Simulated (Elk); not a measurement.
# NiPd2Ru: which magnetic order is lowest

Does NiPd2Ru prefer parallel or opposed moments, or none?

Calculated with Elk 11.2.3 (patched build); PBE; all-electron APW+lo, Dirac cores, scalar-relativistic bands.

Most raw output is cut from this account.

**1. The starting structure**

The structure is tetragonal, space group P4/mmm (No. 123). Conventional cell: a = 3.965 Å, b = 3.965 Å, c = 3.741 Å, α = 90.00°, β = 90.00°, γ = 90.00°. Ru has 8 Pd at 2.73 Å and 4 Ni at 2.80 Å nearest. Ni has 8 Pd at 2.73 Å and 4 Ru at 2.80 Å nearest. Nearest to Pd lie 4 Ru at 2.73 Å and 4 Ni at 2.73 Å and 4 Pd at 2.80 Å. invented: FeNiPt2 (P4/mmm) with Pd for Pt, Ru for Fe. Farther neighbours are not listed.

Coordinates:

```cif
data_structure
_symmetry_space_group_name_H-M 'P4/mmm'
_symmetry_Int_Tables_number 123
_cell_length_a 3.9652
_cell_length_b 3.9652
_cell_length_c 3.7409
_cell_angle_alpha 90.000
_cell_angle_beta 90.000
_cell_angle_gamma 90.000
_cell_volume 58.82
loop_
_atom_site_label
_atom_site_type_symbol
_atom_site_symmetry_multiplicity
_atom_site_Wyckoff_symbol
_atom_site_fract_x
_atom_site_fract_y
_atom_site_fract_z
_atom_site_occupancy
Ru1 Ru 1 a 0.00000 0.00000 0.00000 1
Ni1 Ni 1 c 0.50000 0.50000 0.00000 1
Pd1 Pd 2 e 0.50000 0.00000 0.50000 1
```

The cell is a made-up one and need not be a known phase.

The settings of this session are not all sound (see the inputs), so it shows what such settings give, not the properties of the crystal.

**2. Start 1: ferro +**

The parallel start comes first: it fits the smallest cell, keeps the most symmetry and shows whether parallel moments form.

The last three numbers of an atom's line are a seed field in its sphere. It points against the wanted moment and shrinks by the factor reducebf each loop.

elk.in

```
tasks
  0
  33
  73

xctype
  20

rgkmax
  7.0

nempty
  3

swidth
  0.003

reducebf
  0.5

epsengy
  1e-05

maxscl
  100

lmaxi
  2

spinpol
  .true.

sppath
  './'

avec
  7.49316848553 0.00000000000 0.00000000000
  0.00000000000 7.49316848553 0.00000000000
  0.00000000000 0.00000000000 7.06919520139

atoms
  3
  'Ru.in'
  1
  0.0000000000 0.0000000000 0.0000000000   0.000000 0.000000 0.000000
  'Ni.in'
  1
  0.5000000000 0.5000000000 0.0000000000   0.000000 0.000000 -0.050000
  'Pd.in'
  2
  0.5000000000 0.0000000000 0.5000000000   0.000000 0.000000 0.000000
  0.0000000000 0.5000000000 0.5000000000   0.000000 0.000000 0.000000

ngridk
  4 4 4

plot3d
  0 0 0
  1 0 0
  0 1 0
  0 0 1
  20 20 19
```

Launch:

```
OMP_NUM_THREADS=4 elk
```

Wall time 1.7 min (4 threads of Arm Neoverse V2, shared host); peak memory 0.42 GiB.

Spin moment in the muffin-tin sphere by atom:

| atom | spin moment in the muffin-tin sphere (μB) |
| --- | --- |
| Ru1 | 1.82 |
| Ni2 | 0.92 |
| Pd3 | 0.39 |
| Pd4 | 0.39 |

Read from the output:

```
density of states at the Fermi level : 6.104 states/eV/cell
moment between the spheres           : 0.05811 μB
magnetization                        : 3.569 μB
final state                          : ferromagnetic
```

After 42 cycles the largest moment stands at 1.82 μB.

**3. Start 2: antiferro q=(0,1/2,0) +-**

An opposed order shows whether the pairs that it reverses prefer unlike signs.

This order needs a doubled cell of 8 atoms. Its mesh is chosen so that both cells sample the same points.

elk.in

```
tasks
  0

xctype
  20

rgkmax
  7.0

nempty
  3

swidth
  0.003

reducebf
  0.5

epsengy
  1e-05

maxscl
  100

lmaxi
  2

spinpol
  .true.

sppath
  './'

avec
  7.49316848553 0.00000000000 0.00000000000
  0.00000000000 14.98633697106 0.00000000000
  0.00000000000 0.00000000000 7.06919520139

atoms
  3
  'Ru.in'
  2
  0.0000000000 0.0000000000 0.0000000000   0.000000 0.000000 0.000000
  0.0000000000 0.5000000000 0.0000000000   0.000000 0.000000 0.000000
  'Ni.in'
  2
  0.5000000000 0.2500000000 0.0000000000   0.000000 0.000000 -0.050000
  0.5000000000 0.7500000000 0.0000000000   0.000000 0.000000 0.050000
  'Pd.in'
  4
  0.5000000000 0.0000000000 0.5000000000   0.000000 0.000000 0.000000
  0.5000000000 0.5000000000 0.5000000000   0.000000 0.000000 0.000000
  0.0000000000 0.2500000000 0.5000000000   0.000000 0.000000 0.000000
  0.0000000000 0.7500000000 0.5000000000   0.000000 0.000000 0.000000

ngridk
  4 2 4
```

Launch:

```
OMP_NUM_THREADS=4 elk
```

It took 14 min on 4 threads; peak memory 0.7 GiB.

The run was cut off at its time limit.

It was cut off while still iterating. More time helps where the residual falls; where it has stalled, the mixing must change.

After 80 loops the RMS change of the potential stands at 4e-04 Ha, and it does not fall steadily.

**4. Start 3: antiferro q=(1/2,1/2,1/2) +-**

Reversing part of the moments tests the sign of the couplings between them.

This order needs a doubled cell of 8 atoms. Its mesh is chosen so that both cells sample the same points.

elk.in

```
tasks
  0

xctype
  20

rgkmax
  7.0

nempty
  3

swidth
  0.003

reducebf
  0.5

epsengy
  1e-05

maxscl
  100

lmaxi
  2

spinpol
  .true.

sppath
  './'

avec
  14.98633697106 0.00000000000 0.00000000000
  7.49316848553 7.49316848553 0.00000000000
  7.49316848553 0.00000000000 7.06919520139

atoms
  3
  'Ru.in'
  2
  0.0000000000 0.0000000000 0.0000000000   0.000000 0.000000 0.000000
  0.5000000000 0.0000000000 0.0000000000   0.000000 0.000000 0.000000
  'Ni.in'
  2
  0.0000000000 0.5000000000 0.0000000000   0.000000 0.000000 -0.050000
  0.5000000000 0.5000000000 0.0000000000   0.000000 0.000000 0.050000
  'Pd.in'
  4
  0.0000000000 0.0000000000 0.5000000000   0.000000 0.000000 0.000000
  0.5000000000 0.0000000000 0.5000000000   0.000000 0.000000 0.000000
  0.5000000000 0.5000000000 0.5000000000   0.000000 0.000000 0.000000
  0.0000000000 0.5000000000 0.5000000000   0.000000 0.000000 0.000000

ngridk
  2 4 4
```

Launch:

```
OMP_NUM_THREADS=4 elk
```

The job ended after 10 min (4 threads; peak memory 0.71 GiB).

The moments died away, and this build then starts once more from a stronger push, within the same count of loops. It warns that loops lacked for a still stronger start, so a state with moments is not ruled out.

Spin moment in the muffin-tin sphere by atom:

| atom | spin moment in the muffin-tin sphere (μB) |
| --- | --- |
| Ru1 | 0.0000 |
| Ru2 | 0.0000 |
| Ni3 | -0.0002 |
| Ni4 | 0.0002 |
| Pd5 | 0.0000 |
| Pd6 | 0.0000 |
| Pd7 | 0.0000 |
| Pd8 | 0.0000 |

Numbers from this step:

| Item | Value |
| --- | --- |
| final state | non-magnetic |

It lies 87.1 meV a seeded atom over the first start.

**5. Run 4 (antiferro q=(0,1/2,1/2) +-)**

The cell is doubled to 8 atoms to hold this order. Its mesh is chosen so that both cells sample the same points.

elk.in

```
tasks
  0

xctype
  20

rgkmax
  7.0

nempty
  3

swidth
  0.003

reducebf
  0.5

epsengy
  1e-05

maxscl
  100

lmaxi
  2

spinpol
  .true.

sppath
  './'

avec
  7.49316848553 0.00000000000 0.00000000000
  0.00000000000 14.98633697106 0.00000000000
  0.00000000000 7.49316848553 7.06919520139

atoms
  3
  'Ru.in'
  2
  0.0000000000 0.0000000000 0.0000000000   0.000000 0.000000 0.000000
  0.0000000000 0.5000000000 0.0000000000   0.000000 0.000000 0.000000
  'Ni.in'
  2
  0.5000000000 0.2500000000 0.0000000000   0.000000 0.000000 -0.050000
  0.5000000000 0.7500000000 0.0000000000   0.000000 0.000000 0.050000
  'Pd.in'
  4
  0.5000000000 0.7500000000 0.5000000000   0.000000 0.000000 0.000000
  0.5000000000 0.2500000000 0.5000000000   0.000000 0.000000 0.000000
  0.0000000000 0.0000000000 0.5000000000   0.000000 0.000000 0.000000
  0.0000000000 0.5000000000 0.5000000000   0.000000 0.000000 0.000000

ngridk
  4 2 4
```

Launch:

```
OMP_NUM_THREADS=4 elk
```

The job ended after 14 min (4 threads; peak memory 0.68 GiB; 52 min of CPU time).

The moments died away, and this build then starts once more from a stronger push, within the same count of loops. It warns that loops lacked for a still stronger start, so a state with moments is not ruled out.

Numbers from this step:

```yaml
final_state: non-magnetic
```

It lies 86.9 meV a seeded atom over the first start.

**6. Run 5 (no spin polarisation)**

A run without seeds gives the energy of the state without moments.

elk.in

```
tasks
  0

xctype
  20

rgkmax
  7.0

nempty
  3

swidth
  0.003

epsengy
  1e-05

maxscl
  100

lmaxi
  2

sppath
  './'

avec
  7.49316848553 0.00000000000 0.00000000000
  0.00000000000 7.49316848553 0.00000000000
  0.00000000000 0.00000000000 7.06919520139

atoms
  3
  'Ru.in'
  1
  0.0000000000 0.0000000000 0.0000000000   0.000000 0.000000 0.000000
  'Ni.in'
  1
  0.5000000000 0.5000000000 0.0000000000   0.000000 0.000000 0.000000
  'Pd.in'
  2
  0.5000000000 0.0000000000 0.5000000000   0.000000 0.000000 0.000000
  0.0000000000 0.5000000000 0.5000000000   0.000000 0.000000 0.000000

ngridk
  4 4 4
```

Launch:

```
OMP_NUM_THREADS=4 elk
```

Wall time 11 s (4 threads); peak memory 0.13 GiB.

Read from the output:

* density of states at the Fermi level: 9.047 states/eV/cell
* final state: non-magnetic (no spin polarisation)

It lies 86.9 meV a seeded atom over the first start.

**7. The states side by side**

These are free energies at a smearing of 0.0816 eV, so its entropy term is in the differences. They are divided by the number of seeded atoms, so that cells of unlike size compare. Wavevectors q in the names are fractions of the reciprocal vectors of the first run's cell.

Orders:

| start | final state | typed order kept | energy over the lowest (meV a seeded atom) | largest sphere moment (μB) | net moment (μB a primitive cell) | DOS at the Fermi level (states/eV a primitive cell) | mesh matched | CPU time (s) |
| --- | --- | --- | --- | --- | --- | --- | --- | --- |
| ferro + | ferromagnetic | yes | 0 | 1.815 | 3.569 | 6.104 | yes | 372.5 |
| antiferro q=(1/2,1/2,1/2) +- | non-magnetic | no | 87.07 | 2.22e-4 | 0 | 9.046 | yes | 2116 |
| antiferro q=(0,1/2,1/2) +- | non-magnetic | no | 86.85 | 2.21e-4 | 0 | 9.046 | yes | 3119 |
| no spin polarisation | non-magnetic | - | 86.93 | 0 | 0 | 9.047 | yes | 37.15 |

**8. The lowest state with spin–orbit coupling**

Orbital moments arise only with spin–orbit coupling, and measured moments hold them.

The run goes on from the saved lowest state, with the moments along the z axis of the cell.

elk.in: that of step 6 with these lines changed.

```diff
@@ -1,3 +1,4 @@
 tasks
-  0
+  1
+  15
 
@@ -15,2 +16,5 @@
 
+reducebf
+  0.5
+
 epsengy
@@ -22,3 +26,12 @@
 lmaxi
-  2
+  3
+
+spinpol
+  .true.
+
+spinorb
+  .true.
+
+cmagz
+  .true.
 
@@ -39,3 +52,3 @@
   1
-  0.5000000000 0.5000000000 0.0000000000   0.000000 0.000000 0.000000
+  0.5000000000 0.5000000000 0.0000000000   0.000000 0.000000 -0.000050
   'Pd.in'
```

Launch:

```
OMP_NUM_THREADS=4 elk
```

Elapsed: 81 s, on 4 threads; peak memory 0.51 GiB; 4.9 min of CPU time.

Spin moment in the muffin-tin sphere by atom:

| atom | spin moment in the muffin-tin sphere (μB) |
| --- | --- |
| Ru1 | 1.75 |
| Ni2 | 0.89 |
| Pd3 | 0.37 |
| Pd4 | 0.37 |

Read from the output:

```
density of states at the Fermi level : 6.202 states/eV/cell
moment between the spheres           : 0.05485 μB
magnetization                        : 3.431 μB
final state                          : ferromagnetic
```

Orbital moment <L> in the sphere by atom:

| atom | x (μB) | y (μB) | z (μB) | size |
| --- | --- | --- | --- | --- |
| Ru1 | 0.0000 | 0.0000 | 0.0906 | 0.0906 |
| Ni2 | 0.0000 | 0.0000 | 0.0730 | 0.0730 |
| Pd3 | 0.0000 | 0.0000 | 0.0292 | 0.0292 |
| Pd4 | 0.0000 | 0.0000 | 0.0292 | 0.0292 |

**9. Summary of results**

| Item | Value |
| --- | --- |
| lowest state found | ferromagnetic (typed ferro +) |
| largest site moment | 1.82 μB |
| next state | non-magnetic, 86.9 meV a seeded atom higher |
| energy gained by spin polarisation | 86.9 meV a seeded atom |
| with spin–orbit coupling: largest spin moment and its orbital moment | 1.75 and 0.0906 μB |

What this shows: The lowest state found is ferromagnetic, reached from the start ferro +, with moments up to 1.82 μB. The largest moment sits on Ru, which was not seeded, so no order of these moments was tried. 1 start gave no converged result and is missing from the ranking; a lower order may hide there. 2 starts left the typed pattern (a sign turned or a seeded moment died), so such an energy belongs to the state reached, not the one typed. The orbital moment is parallel to the spin. Only 5 starts are shown; other collinear patterns, canted and longer-period orders are not.

[Logs and program files are shortened in this print: banners, set-up blocks, solver, clock and traceback lines can be left out without a mark of their own.]

[Logs are printed without paths, hosts, clocks, repeated set-up lines and the standing remarks that a program may print on its own settings, such as how far it seeks lower states.]

[Hosts, paths, dates, database ids (printed as entryN), source tags and the programs' standing remarks are cut or masked in the printed files.]

[Where a cell is said to come from a database of computed structures, the database is the Materials Project.]
